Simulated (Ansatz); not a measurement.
# Slab bands of Ag(111)-(√3×√3)R30°-In surface alloy, part 3 of 3

Aim: the slab bands of Ag(111)-(√3×√3)R30°-In surface alloy, with their weight on the outer layers.

Ansatz 0.2.0; plane-wave DFT, PBE, Ansatz PAW (the session's first sound run).

So far, work function, upper face (eV): step 2 (relaxation, PBE) 4.33; step 3 (band structure, smearing width 0.05 eV, PBE) 4.32; step 4 (PBE spin-orbit, band structure, smearing width 0.05 eV) 4.33.

## Step 6: Spin splitting

This step: plane-wave DFT, PBE, fully relativistic PAW with spin-orbit coupling; spin splitting near the zone centre (Ansatz 0.2.0).

Levels that meet at the zone centre are followed outwards; a split that grows in proportion to k gives the Rashba parameter as ΔE/2k.

This step gave:

| Property | Result |
| --- | --- |
| largest split over 2k that stays linear in k | 0.07834 eV Å |

Groups of levels that meet at the zone centre and whose split, tested at two k, grows in proportion to k or stays under 1 meV; groups that fail this test are left out. Spin splitting, by row:

| level at the first point (eV from the Fermi level) | states | split at k = 0.030 1/A (eV) | split over 2k (eV Å) |
| --- | --- | --- | --- |
| -1.51 | 2 | 0.0047 | 0.07834 |
| -0.1922 | 2 | 0.0037 | 0.06167 |

## Step 7: Varying the input

This step: plane-wave DFT, PBE, Ansatz PAW, but for the change named below (Ansatz 0.2.0).

A run with a changed input: it repeats the earlier run with magnetization to spin_polarized: true, basis.ecutwfc to 400 eV, scf.occupations.width from 0.05 removed and scf.occupations.method from fermi_dirac to tetrahedron_uncorrected; its output block differs too.

input.yaml

```yaml
crystal:
  lattice:
    - [5.009206524, 0.0, 0.0]
    - [2.504603262, 4.3381001026, 0.0]
    - [0.0, 0.0, 28.0454504039]
  atoms:
    - { symbol: Ag, position: [1.7e-09, 0.3333333317, 0.3209076649], spin: 0.2 }
    - { symbol: Ag, position: [0.3333333317, 0.6666666667, 0.3209076649], spin: 0.2 }
    - { symbol: Ag, position: [0.6666666667, 1.7e-09, 0.3209076649], spin: 0.2 }
    - { symbol: Ag, position: [0.0, 0.0, 0.4051053714], spin: 0.2 }
    - { symbol: Ag, position: [0.3333333333, 0.3333333333, 0.4051053714], spin: 0.2 }
    - { symbol: Ag, position: [0.6666666667, 0.6666666667, 0.4051053714], spin: 0.2 }
    - { symbol: Ag, position: [0.0002527072, 0.6666666667, 0.4910381885], spin: 0.2 }
    - { symbol: Ag, position: [0.3330806261, 0.0002527072, 0.4910381885], spin: 0.2 }
    - { symbol: Ag, position: [0.6666666667, 0.3330806261, 0.4910381885], spin: 0.2 }
    - { symbol: Ag, position: [-0.0003694232, 0.3337027565, 0.5772801463], spin: 0.2 }
    - { symbol: Ag, position: [0.3337027565, 0.6666666667, 0.5772801463], spin: 0.2 }
    - { symbol: Ag, position: [0.6666666667, -0.0003694232, 0.5772801463], spin: 0.2 }
    - { symbol: Ag, position: [0.0, 0.0, 0.6650538257], spin: 0.2 }
    - { symbol: Ag, position: [0.3333333333, 0.3333333333, 0.6650538257], spin: 0.2 }
    - { symbol: In, position: [0.6666666667, 0.6666666667, 0.6735998757], spin: 0.2 }
kpoints:
  mp_grid: { grid: [12, 12, 1] }
  band_path:
    path: [[0, 0, 0], [0.5, 0, 0], [0.66666667, 0.33333333, 0], [0, 0, 0]]
    npoints: 24
hamiltonian:
  xc: pbe
scf:
  occupations: { method: tetrahedron_uncorrected }
  convergence: { dr2_threshold: 1.0e-09 }
efield:
  axis: 3
  dipole_correction: true
  ramp_position: 0.97
  ramp_width: 0.06
output:
  fatbands: true
  dos: { projected: true, e_range: [-8, 5] }
  write_potential: true
  write_density: true
  volumetric_format: npy
magnetization:
  spin_polarized: true
basis:
  ecutwfc: "400 eV"
```

Launch:

```sh
$ ansatz run input.yaml --threads 4 --pin off --max-ram 12288MiB --backend cpu --events-out ev --progress --plain --runs-dir out
```

Numbers of over 12 decimals in the logs are rounded to 6 here.

Output:

```text
Warning: basis.ecutwfc = 400 eV is below the records' recommended 420 eV, and the density's cutoff is lower with it unless basis.ecutrho_ratio is high enough to keep the records' density cutoff: compare with a run at a higher cutoff
[...]
Crystal: 15 atoms, lattice volume = 609.440 Å³
Basis set: ecut = 400 eV, 11113 PW (Γ)
Bands: 170, of which v1, the nominal top of the filled ones, is band 140 counted from 1 (139 counted from 0)
Symmetry: 6 space group operations
k-points: 19 of 144 (time reversal used)
[...]
Starting moments: Σ|m| = 3 μB on 15 of 15 sites
[...]
SCF iter   1: F=—  HF=-111866.981853 eV  |F-HF|=—  |Δ(HF+E_count)|=         —  Δρ=2.86e-2 (↑2.86e-2 ↓1.46e-2)  dr2=1.26e1  dr2_m=4.01e-1  M=0.235 μB ∫|m|=0.252 μB  β_m=0.30  ethr=3.10e-3  p=0.000 e·Å  D=2.07e-6 V/Å  ΔV_dip=-0.00 eV  dr2_dipole=3.72e-1  V_vac-E_F(+/−)=4.64/4.64 eV  ⟨swp⟩=6.3  Hψ=25026  notcnv=0  defer=432
[...]
SCF iter   9: F=—  HF=-111863.911423 eV  |F-HF|=—  |Δ(HF+E_count)|=   1.18e-3  Δρ=7.00e-4 (↑6.50e-4 ↓7.00e-4)  dr2=2.26e-4  dr2_m=2.42e-3  M=0.012 μB ∫|m|=0.021 μB  β_m=0.32  ethr=5.66e-7  p=0.015 e·Å  D=4.59e-3 V/Å  ΔV_dip=-0.13 eV  dr2_dipole=8.64e-7  V_vac-E_F(+/−)=4.32/4.45 eV  ⟨swp⟩=2.9  Hψ=9509  notcnv=0  defer=910
[...]
spin-set hold released at iteration 9 (site moments contracting): the magnetisation degrees of freedom join the quasi-Newton model from the next iteration; the mixer history was flushed
SCF iter  10: F=—  HF=-111863.911972 eV  |F-HF|=—  |Δ(HF+E_count)|=   5.49e-4  Δρ=5.00e-4 (↑4.55e-4 ↓5.00e-4)  dr2=3.60e-4  dr2_m=1.21e-3  M=0.009 μB ∫|m|=0.016 μB  β_m=0.32  ethr=8.10e-8  p=0.016 e·Å  D=4.81e-3 V/Å  ΔV_dip=-0.13 eV  dr2_dipole=2.00e-4  V_vac-E_F(+/−)=4.32/4.45 eV  ⟨swp⟩=2.7  Hψ=9114  notcnv=0  defer=910  κ⁻¹=1.0e0(r=1)
[...]
SCF iter  20: F=-111863.912782 eV  HF=-111863.912782 eV  |F-HF|=1.75e-10  |Δ(HF+E_count)|=   1.62e-9  Δρ=1.62e-7 (↑1.62e-7 ↓1.28e-7)  dr2=7.39e-11  dr2_m=8.90e-11  M=-0.000 μB ∫|m|=0.000 μB  ethr=1.00e-12  p=0.015 e·Å  D=4.47e-3 V/Å  ΔV_dip=-0.13 eV  dr2_dipole=6.74e-12  V_vac-E_F(+/−)=4.32/4.44 eV  ⟨swp⟩=1.0  Hψ=16212  notcnv=0
SCF 1 converged in 20 iterations: F = -111863.912782 eV  dr2 = 7.39e-11
[...]
WARN: the starting moments were not kept: the SCF closed with an absolute magnetisation of 3.1e-5 μB, where they sum to 3 μB in size (15 sites). That is at most 0.1 of that sum. Measured as dr2_m measures the in/out step, that magnetisation stands 1.2e-11 eV from none, at or under the dr2_threshold of 1.0e-9 eV: it is no larger than a step whose dr2_m would equal this threshold. The system may hold no moment; this SC [...]
[...]
this state was not tested for a lower state beside it, because the mixer in use, unlike msr1, does not test its closes by its own steps (another_mixer; see scf.mixing.algorithm and scf.lower_state_search)
[...]
SCF converged after 20 iterations
Magnetization: -0.0000 μB (139.5000 up, 139.5000 down)
Absolute magnetization: 0.0000 μB (∫|ρ↑−ρ↓|, with the PAW one-centre terms)
[...]
Per-site moments (μB) at R_I (Å): [(-5.0448433686111985e-8, 1.192978), (-5.044843381503244e-8, 1.192978), (-5.0448433707055246e-8, 1.192978), (-5.358369962988621e-8, 1.192978), (-5.3583699820215545e-8, 1.192978), (-9.088493587913879e-8, 1.192978), (-1.734507552956079e-8, 1.192526), (-1.7345075354286553e-8, 1.192526), (-1.734507569501441e-8, 1.192526), (7.531002668413511e-8, 1.191655), (7.531002684014831e-8, 1.191655), (7.531002699844613e-8, 1.191655), (-3.4800942042336675e-8, 1.192978), (-3.480094220061363e-8, 1.192978), (1.2587597650760811e-6, 1.197067)]
Free energy (F): -111863.912782 eV
[...]
Internal energy: -111863.912690 eV  (E = F + TS)
E sigma→0 (E₀):  -111863.912782 eV
Entropy (-TS):   -0.000092 eV (-0.006 meV/atom)
Fermi energy:    4.790296 eV
Dipole field:    D = 0.004474 V/Å  (p = 0.015070 e·Å, saw-weighted, corrected)
Work function:   Φ+ = 4.3195 eV   Φ− = 4.4450 eV
[...]
--- Band table (eV; the first three rows and the last of 38) ---
  k-point 0 ↑: bands = [... 136 lower, 4.6008, 6.6737, 7.4975, 7.4975, 7.9005, 7.9005, 8.1009, 8.1987, ... 26 higher]
  k-point 1 ↑: bands = [... 136 lower, 4.7359, 6.0796, 6.8834, 6.9285, 7.0940, 7.5271, 7.7861, 7.8576, ... 26 higher]
  k-point 2 ↑: bands = [... 136 lower, 4.9834, 5.1096, 5.7071, 6.1611, 6.4833, 6.6565, 6.8653, 7.3061, ... 26 higher]
  k-point 18 ↓: bands = [... 136 lower, 2.0337, 2.7392, 3.0842, 3.0842, 4.4088, 4.7194, 4.7194, 6.2712, ... 26 higher]
```

Run time: 18 min. Hardware: 4 threads of Arm Neoverse V1, shared host; peak memory 6.6 GiB.

Numbers from this step:

```
work function, upper face      : 4.320 eV
work function, lower face      : 4.445 eV
dipole along the normal        : 0.01507 e·Å
step between the vacuum levels : -0.1255 eV
```

The density of states has structure finer than the step of the table below, so its rows give means over 0.25 eV, whole bins alone (the curve runs from -8 to 2 eV). Peaks (eV: height): total -4.710: 67.6, -4.510: 63.8, -4.420: 65.0, -3.570: 61.8, -3.370: 62.7, -3.150: 79.7, -2.880: 60.2; up = down -4.710: 33.8, -4.510: 31.9, -4.420: 32.5, -3.570: 30.9, -3.370: 31.3, -3.150: 39.9, -2.880: 30.1.

Density of states against energy, zero at the Fermi level; means over each step; values in states/eV a cell:

| energy (eV) | total | up = down |
| --- | --- | --- |
| -7.75 | 0.429 | 0.215 |
| -7.50 | 0.907 | 0.453 |
| -7.25 | 1.26 | 0.632 |
| -7.00 | 2.17 | 1.08 |
| -6.75 | 4.24 | 2.12 |
| -6.50 | 2.15 | 1.07 |
| -6.25 | 5.67 | 2.83 |
| -6.00 | 27.7 | 13.8 |
| -5.75 | 39.4 | 19.7 |
| -5.50 | 43.3 | 21.7 |
| -5.25 | 30.9 | 15.4 |
| -5.00 | 40.9 | 20.4 |
| -4.75 | 47.3 | 23.7 |
| -4.50 | 58.2 | 29.1 |
| -4.25 | 42.2 | 21.1 |
| -4.00 | 43.3 | 21.6 |
| -3.75 | 47.6 | 23.8 |
| -3.50 | 48.6 | 24.3 |
| -3.25 | 48.0 | 24.0 |
| -3.00 | 42.3 | 21.1 |
| -2.75 | 8.78 | 4.39 |
| -2.50 | 3.31 | 1.66 |
| -2.25 | 4.15 | 2.07 |
| -2.00 | 4.24 | 2.12 |
| -1.75 | 2.93 | 1.46 |
| -1.50 | 3.51 | 1.75 |
| -1.25 | 3.56 | 1.78 |
| -1.00 | 5.36 | 2.68 |
| -0.75 | 3.77 | 1.88 |
| -0.50 | 3.97 | 1.98 |
| -0.25 | 4.41 | 2.21 |
| 0.00 | 5.45 | 2.73 |
| 0.25 | 4.64 | 2.32 |
| 0.50 | 4.33 | 2.16 |
| 0.75 | 5.14 | 2.57 |
| 1.00 | 4.02 | 2.01 |
| 1.25 | 5.13 | 2.57 |
| 1.50 | 4.42 | 2.21 |
| 1.75 | 4.96 | 2.48 |

Projected DOS per atom over height of the atomic layer and energy from the Fermi level. Layers: Ag3 Ag3 Ag3 Ag3 InAg2 from below.

Ten even steps from '0' (0.00 states/eV) to '9' (4.02 states/eV), each cell a mean:
```
00000
00000
00000
00000
00000
00000
00001
00000
00000
00000
33220
99882
96786
96666
89888
55666
68684
27750
00000
00001
00000
00000
```
Columns: height of the atomic layer (Å) from 9 to 18.7; rows upwards: energy from the Fermi level (eV) from -7.96 to 1.95.

Projected DOS per atom, spin up over height of the atomic layer and energy from the Fermi level. Layers: Ag3 Ag3 Ag3 Ag3 InAg2 from below.

Ten even steps from '0' (0.00 states/eV) to '9' (2.01 states/eV), each cell a mean:
```
00000
00000
00000
00000
00000
00000
00001
00000
00000
00000
33220
99882
96786
96666
89888
55666
68684
27750
00000
00001
00000
00000
```
Columns: height of the atomic layer (Å) from 9 to 18.7; rows upwards: energy from the Fermi level (eV) from -7.96 to 1.95.

Projected DOS per atom, spin down over height of the atomic layer and energy from the Fermi level. Layers: Ag3 Ag3 Ag3 Ag3 InAg2 from below.

Values in states/eV, 22 rows by 5 columns, each cell a mean:
```
0.08 0.09 0.08 0.07 0.14
0.08 0.09 0.07 0.07 0.15
0.11 0.10 0.09 0.08 0.16
0.11 0.09 0.09 0.09 0.17
0.13 0.11 0.10 0.10 0.20
0.11 0.10 0.09 0.10 0.19
0.14 0.12 0.12 0.11 0.22
0.11 0.09 0.09 0.10 0.16
0.11 0.10 0.11 0.10 0.15
0.12 0.10 0.11 0.13 0.15
0.69 0.61 0.60 0.41 0.16
2.01 1.84 1.75 1.68 0.60
2.01 1.28 1.54 1.76 1.37
1.81 1.24 1.38 1.41 1.31
1.74 1.84 1.80 1.77 1.74
1.11 1.16 1.41 1.26 1.41
1.32 1.64 1.23 1.68 0.84
0.56 1.51 1.44 1.07 0.18
0.05 0.16 0.14 0.09 0.12
0.02 0.07 0.06 0.09 0.31
0.01 0.02 0.02 0.04 0.11
0.00 0.00 0.01 0.02 0.04
```
Columns: height of the atomic layer (Å) from 9 to 18.7; rows upwards: energy from the Fermi level (eV) from -7.96 to 1.95.

Deep bands are left out, so band numbers here count from the lowest band kept and differ from the log's. Electronic bands along the path, in eV, zero at the Fermi level; # counts the bands kept:

| point | up #28 | up #30 | up #33 | up #34 | down #28 | down #30 | down #33 | down #34 |
| --- | --- | --- | --- | --- | --- | --- | --- | --- |
| Γ | -0.19 | 2.71 | 3.11 | 3.31 | -0.19 | 2.71 | 3.11 | 3.31 |
| halfway | -0.58 | 0.62 | 1.21 | 1.51 | -0.58 | 0.62 | 1.21 | 1.51 |
| M | -2.03 | -0.57 | 0.68 | 1.01 | -2.03 | -0.57 | 0.68 | 1.01 |
| halfway | -1.99 | -1.21 | -0.36 | 0.96 | -1.99 | -1.21 | -0.36 | 0.96 |
| K | -2.76 | -1.71 | -0.07 | -0.07 | -2.76 | -1.71 | -0.07 | -0.07 |
| halfway | -0.71 | -0.21 | 0.69 | 1.13 | -0.71 | -0.21 | 0.69 | 1.13 |
| Γ | -0.19 | 2.71 | 3.11 | 3.31 | -0.19 | 2.71 | 3.11 | 3.31 |

| quantity | this run | earlier run | difference |
| --- | --- | --- | --- |
| work function, upper face (eV) | 4.320 | 4.320 | -1.9e-4 |
| work function, lower face (eV) | 4.445 | 4.437 | 0.0079 |
| dipole along the normal (e·Å) | 0.01507 | 0.01409 | 9.8e-4 |

What moves beyond 0.01 in its unit (for the dipole 0.5 % and 5e-5 e·Å): dipole along the normal (+0.000977 e·Å).

## Step 8: What came out

```
work function, upper face                    : 4.32 eV
work function, lower face                    : 4.44 eV
largest split over 2k that stays linear in k : 0.0783 eV Å
```

**Reading.** No level at the symmetry points, from 3 eV under the Fermi level to 2.0 eV over it, passes the bound for weight on the outer layers. The strongest linear splitting near the zone centre, 0.08 eV·Å, belongs to the levels at -1.51 eV. The in-plane lattice is held at a typed value, so part of the relaxation answers the strain against the functional's own lattice constant. Image-potential states are missing at this level, since the potential falls off too fast in the vacuum.

[Logs are printed without paths, hosts, clocks, repeated set-up lines and the standing remarks that a program may print on its own settings, such as how far it seeks lower states.]

[Hosts, paths, dates, database ids (printed as entryN), source tags and the programs' standing remarks are cut or masked in the printed files.]

[Maps of the electrostatic potential energy from Ansatz leave out the sawtooth potential of an applied field or a dipole correction, so their vacuum need not be flat; planar profiles and work functions include it.]
